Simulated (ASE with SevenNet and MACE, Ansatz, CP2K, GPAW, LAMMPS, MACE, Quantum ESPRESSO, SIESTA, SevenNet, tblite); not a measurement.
# Running glassy 83P2O5-8BaO-8K2O (mol %) (75 atoms) with machine-learned potentials

How do the settings of machine-learned potentials change the result for glassy 83P2O5-8BaO-8K2O (mol %) (75 atoms)? A plane-wave run serves as the yardstick.

Main program and level: ASE with SevenNet and MACE; the method is named at each step.

## Step 1: Set-up

The cell holds 75 atoms: 20 P, 1 Ba, 2 K and 52 O. Its edges and angles: a = 10.140 Å, b = 10.140 Å, c = 10.140 Å, α = 90.0°, β = 90.0°, γ = 90.0°. 75 atoms (20 P, 1 Ba, 2 K, 52 O) placed at random at 2.53 g/cm³, melted at 4000 K for 10 ps at fixed volume with the Morse and Coulomb pair potential with partial charges (Pedone, Malavasi, Menziani, Cormack and Segre, J. Phys. Chem. B 110, 11780 (2006)). Quenched from 4000 K to 300 K at 20 K/ps and fixed volume, held 10 ps at zero pressure.

The yardstick, on the same geometry:

| Property | Result |
| --- | --- |
| method | Kohn-Sham DFT, PBE, SSSP efficiency 1.3.0 pseudopotentials, plane waves (Quantum ESPRESSO 7.5); sssp-pbe-1.3.0-efficiency, cutoffs 60/480 Ry, Γ point |
| r.m.s. force component | 1.532 eV/Å |
| longest force | 8.042 eV/Å |
| pressure | 3.055 GPa |
| time | 4.2 min on 4 MPI ranks of Arm Neoverse V1, shared host |
| CPU time | 17 min |

## Step 2: SevenNet 0 potential

Method: machine-learned interatomic potential SevenNet 0, trained on PBE(+U) plane-wave data.

run.py reads:

```python
import numpy as np
from ase.io import read
import mlip  # loads the published weights by name

atoms = read("structure.xyz")
atoms.calc = mlip.calc("7net-0")
energy = atoms.get_potential_energy()
forces = atoms.get_forces()
print(f"energy {energy:.6f} eV")
print("forces (eV/A)")
for i, (a, f) in enumerate(zip(atoms, forces)):
    print(f"{i:4d} {a.symbol:2s} {f[0]:10.5f} {f[1]:10.5f} {f[2]:10.5f}")
stress = -atoms.get_stress(voigt=False) * 160.21766
print("stress (GPa, compression positive)")
for row in stress:
    print(" ".join(f"{x:10.4f}" for x in row))
```

structure.xyz reads:

```xyz
75
Lattice="10.13964 0.00000 0.00000 0.00000 10.13964 0.00000 0.00000 0.00000 10.13964" Properties=species:S:1:pos:R:3 pbc="T T T"
P 0.89918 6.23263 6.16064
P 6.53530 1.09944 8.88496
P 2.82105 1.21706 0.84909
P 8.22365 5.99395 4.93456
P 4.69161 5.37888 2.58145
P 3.06937 4.16638 0.18738
P 5.03433 7.84646 8.14081
P 4.74637 4.81734 7.75155
P 10.05528 7.93143 8.52561
P 6.65992 8.43456 5.57335
P 6.77369 3.46157 4.00719
P 7.64407 1.23268 6.06442
P 7.57269 4.81156 9.07173
P 2.49952 9.66946 8.43152
P 8.50584 8.79644 2.07193
P 9.45603 3.80328 2.18509
P 0.35996 6.49150 1.04824
P 9.15964 1.24870 0.40123
P 5.25193 1.09011 2.76832
P 5.79349 7.71738 0.94623
Ba 2.85573 8.43547 3.59592
K 2.08187 2.37308 4.96254
K 0.76311 2.75778 7.52594
O 8.37149 6.12505 3.46613
O 9.56807 7.71079 1.59588
O 6.20820 4.74697 8.29473
O 3.85357 4.49511 9.04821
O 3.99877 4.56740 1.44003
O 7.14743 4.53161 0.32954
O 5.84064 8.25417 6.91797
O 0.21080 7.00244 9.74632
O 7.78440 1.29260 9.81324
O 7.91886 6.27684 8.88892
O 1.62954 7.30389 5.43099
O 6.98530 1.43892 7.43590
O 0.23838 1.14132 9.71276
O 4.24212 1.30477 1.60815
O 5.69290 2.45024 3.34344
O 5.50978 2.12273 9.30890
O 4.47483 0.38419 3.88206
O 5.72880 8.06284 4.50271
O 7.17126 9.90856 5.70527
O 1.75183 4.92584 0.07939
O 9.29643 2.53552 1.24363
O 3.65199 8.60470 8.16089
O 2.69319 2.67950 0.39169
O 4.68979 8.70762 1.35253
O 5.51424 7.49684 9.60437
O 4.58281 6.40115 7.65401
O 1.20814 8.83974 8.59395
O 0.22257 6.99737 7.34201
O 5.97620 9.82693 8.85687
O 8.99062 10.09432 1.26340
O 9.10235 1.31562 6.16500
O 1.82169 0.81198 1.85616
O 5.35606 6.50651 1.77099
[... 15 atom lines left out ...]
O 8.49073 8.90331 3.52018
O 0.48001 3.68201 3.13538
O 1.65438 6.85916 1.68460
O 6.52608 0.46815 2.27108
```

Run with:

```
$ OMP_NUM_THREADS=1 python run.py > output.txt
```

Log:

```text
energy -507.441467 eV
forces (eV/A)
   0 P     1.17367   -0.47338   -0.03300
   1 P    -5.34766    0.43096    2.22391
   2 P     0.96927   -1.53390    4.29483
   3 P     0.63655   -1.39046   -5.26741
   4 P     0.61201   -0.83276    1.12213
   5 P    -2.82079    3.66583    1.35868
   6 P    -0.24233    0.37497    0.54913
   7 P     3.29907   -1.04220    0.64501
   8 P    -1.47655   -0.50629   -0.47254
   9 P    -2.44076    0.58420   -2.51910
  10 P     1.57349    1.54366   -2.35192
  11 P     2.47486    0.50848    0.49488
  12 P     1.35942    0.76040    0.75143
  13 P    -0.04785    2.49091   -2.61673
  14 P     1.19154   -0.87193    0.00888
  15 P     0.79950   -1.54297    3.92517
  16 P     0.43952    2.22480    2.77893
  17 P     0.74150   -1.08434   -1.69893
  18 P     2.18235   -4.99464    1.46960
  19 P    -3.24266    6.22051    4.26067
  20 Ba    0.68526    0.07370   -0.86498
  21 K     0.35330    0.14013   -0.54701
  22 K    -0.80457    0.04984    0.85294
  23 O    -0.34677    0.75548    0.34948
[...]
67 O    -1.23859   -1.07188   -1.59916
  68 O    -0.57977   -0.81948    1.93392
  69 O    -0.76137    0.91456    1.17900
  70 O    -0.44369   -1.12029    0.78065
  71 O     0.12224    0.76391    0.38161
  72 O    -0.95714   -0.54672   -0.74287
  73 O    -0.34051   -0.55527    0.09572
  74 O    -0.90755    0.78521    0.10995
stress (GPa, compression positive)
   -0.3154    -1.0974    -0.6049
   -1.0974     1.2226     0.1220
   -0.6049     0.1220     4.9674
```

Elapsed: 9.2 s, on 1 thread of Arm Neoverse V1, shared host; peak memory 0.87 GiB.

Banners, paths, timers and routine set-up lines are dropped from the logs unmarked, and long logs keep their key lines alone; longer cuts are marked.

Compared with the plane-wave run:

| Item | Value |
| --- | --- |
| r.m.s. force component | 1.469 eV/Å |
| r.m.s. difference of force components | 289.6 meV/Å |
| longest difference of force vectors | 1715 meV/Å |
| force difference over r.m.s. force | 18.9 % |
| slope of forces against the reference's | 0.9417 |
| correlation of force components | 0.9823 |
| pressure | 1.958 GPa |
| pressure difference | -1.097 GPa |

Length of the force difference by element (eV/Å):

| element | atoms | mean | most |
| --- | --- | --- | --- |
| Ba | 1 | 0.063 | 0.063 |
| K | 2 | 0.20 | 0.25 |
| O | 52 | 0.35 | 1.6 |
| P | 20 | 0.55 | 1.7 |

Local excerpt of 9 atoms (numbers count through the whole input) about Ba21, the only Ba atom; x, y, z are measured from there.

```csv
atom,x,y,z,distance (Å),bonds,Fx,Fy,Fz (eV/Å)
Ba21,0.00,0.00,0.00,0.00,7,0.69,0.07,-0.86
O34,-1.23,-1.13,1.84,2.48,2,-0.10,0.02,-0.44
O40,1.62,2.09,0.29,2.66,2,-0.41,0.97,-0.21
O74,-1.20,-1.58,-1.91,2.75,2,-0.34,-0.56,0.10
O70,0.79,-2.66,-0.09,2.78,2,-0.76,0.91,1.18
O47,1.83,0.27,-2.24,2.91,2,1.56,-1.19,-0.65
O41,2.87,-0.37,0.91,3.04,2,-0.65,0.81,-0.36
O55,-1.03,2.52,-1.74,3.23,2,0.02,-0.12,-0.02
O56,2.50,-1.93,-1.82,3.65,2,1.51,-1.53,-0.15
```

Atoms are counted from 1 here, from 0 in the log.

Forces lie 19 % from the reference's, at 0.0086 times its CPU time (on 1 against 4 cores).

## Step 3: SevenNet l3i5 potential

Method: machine-learned interatomic potential SevenNet l3i5, trained on PBE(+U) plane-wave data.

run.py: that of step 2 with these lines changed.

```diff
@@ -5,3 +5,3 @@
 atoms = read("structure.xyz")
-atoms.calc = mlip.calc("7net-0")
+atoms.calc = mlip.calc("7net-l3i5")
 energy = atoms.get_potential_energy()
```

structure.xyz is that of step 2.

Log:

```text
energy -507.119202 eV
forces (eV/A)
   0 P     1.20454   -0.32648    0.03339
   1 P    -4.98295    0.18273    2.06140
   2 P     1.25518   -1.66231    4.40247
   3 P     0.74813   -1.21640   -5.37424
   4 P     0.36174   -0.83161    0.90347
   5 P    -2.70382    3.69990    1.30162
   6 P     0.01223    0.50050    0.87421
   7 P     3.75966   -0.99080    0.86168
   8 P    -1.50403   -0.59018   -0.50781
   9 P    -2.69440    0.40514   -2.65043
  10 P     1.22874    1.59912   -2.20564
  11 P     2.60665    0.34879    0.84741
  12 P     1.64596    0.84320    0.88379
  13 P     0.13199    2.41244   -2.56378
  14 P     1.26570   -0.96863   -0.14174
  15 P     0.71663   -1.41727    4.09044
  16 P     0.55939    1.95099    2.51668
  17 P     0.38881   -1.11834   -1.82525
  18 P     2.15663   -5.33693    1.41950
  19 P    -3.56794    6.32761    4.06628
  20 Ba    0.75994    0.16985   -0.81426
  21 K     0.34073    0.14436   -0.61963
  22 K    -0.81320    0.04698    0.84772
  23 O    -0.41525    0.68046    0.55655
[...]
67 O    -1.03216   -1.02221   -1.55659
  68 O    -0.59009   -0.83232    1.90323
  69 O    -0.70306    0.92647    1.18784
  70 O    -0.45258   -1.14129    0.81842
  71 O     0.10909    0.82872    0.42033
  72 O    -0.98803   -0.53727   -0.75844
  73 O    -0.31560   -0.53972    0.08115
  74 O    -0.72472    0.83991    0.03411
stress (GPa, compression positive)
   -0.3327    -1.1420    -0.7561
   -1.1420     1.2646     0.2406
   -0.7561     0.2406     4.9537
```

Elapsed: 11 s, on 1 thread; peak memory 1.4 GiB.

Compared with the plane-wave run:

```
r.m.s. force component                  : 1.483 eV/Å
r.m.s. difference of force components   : 239.3 meV/Å
longest difference of force vectors     : 1406 meV/Å
force difference over r.m.s. force      : 15.62 %
slope of forces against the reference's : 0.9565
correlation of force components         : 0.9879
pressure                                : 1.962 GPa
pressure difference                     : -1.093 GPa
```

Against the first run (19 %), the force difference from the reference is 16 %, at 1.2 times the CPU time.

## Step 4: MACE MP-0b2 small potential

Method: machine-learned interatomic potential MACE MP-0b2 small, trained on PBE(+U) plane-wave data.

run.py: that of step 3 with these lines changed.

```diff
@@ -5,3 +5,3 @@
 atoms = read("structure.xyz")
-atoms.calc = mlip.calc("7net-l3i5")
+atoms.calc = mlip.calc("mace-mp-0b2-small")
 energy = atoms.get_potential_energy()
```

structure.xyz is that of step 3.

Log:

```text
energy -509.478953 eV
forces (eV/A)
   0 P     1.43507   -0.08142    0.12072
   1 P    -3.88989   -0.26574    1.68052
   2 P     0.62160   -1.60504    3.90588
   3 P     0.74413   -1.18801   -4.73514
   4 P    -0.30193   -0.98633    0.95004
   5 P    -3.00871    3.77611    1.24201
   6 P    -0.67608    0.40827    0.36624
   7 P     2.47081   -0.74222    0.55525
   8 P    -1.46123   -0.01348   -0.53092
   9 P    -2.91564    0.49907   -2.79678
  10 P     2.27788    1.69141   -2.52594
  11 P     2.82045    0.15505    0.40058
  12 P     0.95171    0.84847    0.08599
  13 P    -0.01596    2.54759   -2.75648
  14 P     1.77076   -0.67351   -0.08744
  15 P     1.11931   -1.63415    4.14595
  16 P     0.84342    2.07019    2.25056
  17 P     0.96151   -1.33503   -1.46932
  18 P     1.13746   -4.80478    1.35150
  19 P    -3.84780    6.45007    4.30260
  20 Ba    0.39531    0.09743   -0.63370
  21 K     0.37647    0.10003   -0.78746
  22 K    -0.72840   -0.00182    0.98245
  23 O    -0.38675    0.70568    0.28719
[...]
67 O    -1.06299   -1.23961   -1.77346
  68 O    -0.71696   -0.66163    2.09447
  69 O    -0.68228    0.89603    1.23381
  70 O    -0.46210   -1.09616    0.83128
  71 O    -0.00708    0.64876    0.55750
  72 O    -0.99326   -0.55072   -0.69839
  73 O    -0.09960   -0.52198    0.28957
  74 O    -0.67484    0.58655    0.01781
stress (GPa, compression positive)
   -0.0992    -1.0228    -0.6871
   -1.0228     1.1851     0.4246
   -0.6871     0.4246     5.1260
```

Elapsed: 7.6 s, on 1 thread; peak memory 0.67 GiB.

Compared with the plane-wave run:

* r.m.s. force component: 1.419 eV/Å
* r.m.s. difference of force components: 446.3 meV/Å
* longest difference of force vectors: 2398 meV/Å
* force difference over r.m.s. force: 29.13 %
* slope of forces against the reference's: 0.8866
* correlation of force components: 0.9571
* pressure: 2.071 GPa
* pressure difference: -0.9847 GPa

Against the first run (19 %), the force difference from the reference is 29 %, at 0.85 times the CPU time.

## Step 5: All runs compared

Differences are against the plane-wave reference, forces as r.m.s. over components; share is that over the reference's r.m.s. force, slope the least-squares factor from reference forces to these. Total energies of different programs have different zeros and aren't compared.

| run | Δ force, r.m.s. (meV/Å) | share (%) | slope | Δ pressure (GPa) | cores | CPU time | memory (GiB) |
| --- | --- | --- | --- | --- | --- | --- | --- |
| reference | - | - | - | - | 4 | 17 min | 3.2 |
| SevenNet 0 potential | 290 | 18.9 | 0.942 | -1.10 | 1 | 8.7 s | 0.87 |
| SevenNet l3i5 potential | 239 | 15.6 | 0.957 | -1.09 | 1 | 11 s | 1.4 |
| MACE MP-0b2 small potential | 446 | 29.1 | 0.887 | -0.985 | 1 | 7.4 s | 0.67 |

Times of the machine-learned potentials are mostly Python's start and the loading of weights.

CPU time is summed over cores on a shared host, where runs went side by side, so it is rough. Symmetry, cutoffs, thresholds, outputs and thread counts weren't matched or tuned between programs; memory under MPI is the largest rank's times the ranks.

## Step 6: Summary of results

| Quantity | Value |
| --- | --- |
| nearest in forces | SevenNet l3i5 potential, 16 % |
| its CPU time | 11 s |

**Reading.** Machine-learned potentials differ by 16 % (SevenNet l3i5 potential) to 29 % (MACE MP-0b2 small potential); they were trained on other programs' data. The reference's pressure holds the uncorrected Pulay stress of its 60 Ry basis, so small pressure differences, and their order, may be the reference's own error. In our tests on small cells the SSSP efficiency potentials stood apart from two norm-conserving sets, for C–F bonds most and for P–O bonds less, so differences between them and other runs here needn't be the other run's error. Machine-learned potentials mimic data converged in k, so the reference's own k-point error enters their differences. The quench rate of 20 K/ps is many orders above laboratory rates, so the cell is likely richer in defects and strain than a real sample. The network of bonds at the start is that of the classical potential that made the cell, and needn't be the one that DFT or experiment would give. The reference's stress is far from hydrostatic: its diagonal is 0.6, 2.3, 6.3 GPa, compression counted positive. The electronic-structure runs sample only Γ, in a cell whose shortest periodic width is 10 Å. Spin–orbit coupling is left out, which matters for the levels of the heavy elements.

[Also dropped from logs without a mark: logging warnings of Python, and SIESTA's first energy breakdown and zero terms.]

[Logs are printed without paths, hosts, clocks, repeated set-up lines and the standing remarks that a program may print on its own settings, such as how far it seeks lower states.]

[Hosts, paths, dates, database ids (printed as entryN), source tags and the programs' standing remarks are cut or masked in the printed files.]
